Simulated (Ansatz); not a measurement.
# From spin parameters to the magnetic ion

A crystal has the composition NaMO2, where M is a 4d element. A calculation (PBE+U, spin-orbit coupling in second variation, Ansatz) gives:

| Property | Result |
| --- | --- |
| S | 3/2 |
| g | ⊥ 1.9644, ∥ 1.9555 |
| D, with anisotropic exchange | -8.35 cm⁻¹ (-250 GHz) |
| moment in its sphere | 1.78 μB |

Q: Name the magnetic ion and its oxidation state.

The crystal is NaMoO2, space group R-3m. The spin sits on Mo, with 6 O at 2.15 Å round it. With the usual charges of the other elements M must be +3. Ions of this row are low-spin as a rule, so S = 3/2 at that charge points to d3: Mo³⁺ d³. The shift is negative: in a shell less than half full the orbital moment opposes the spin.

[Hosts, paths, dates, database ids (printed as entryN), source tags and the programs' standing remarks are cut or masked in the printed files.]
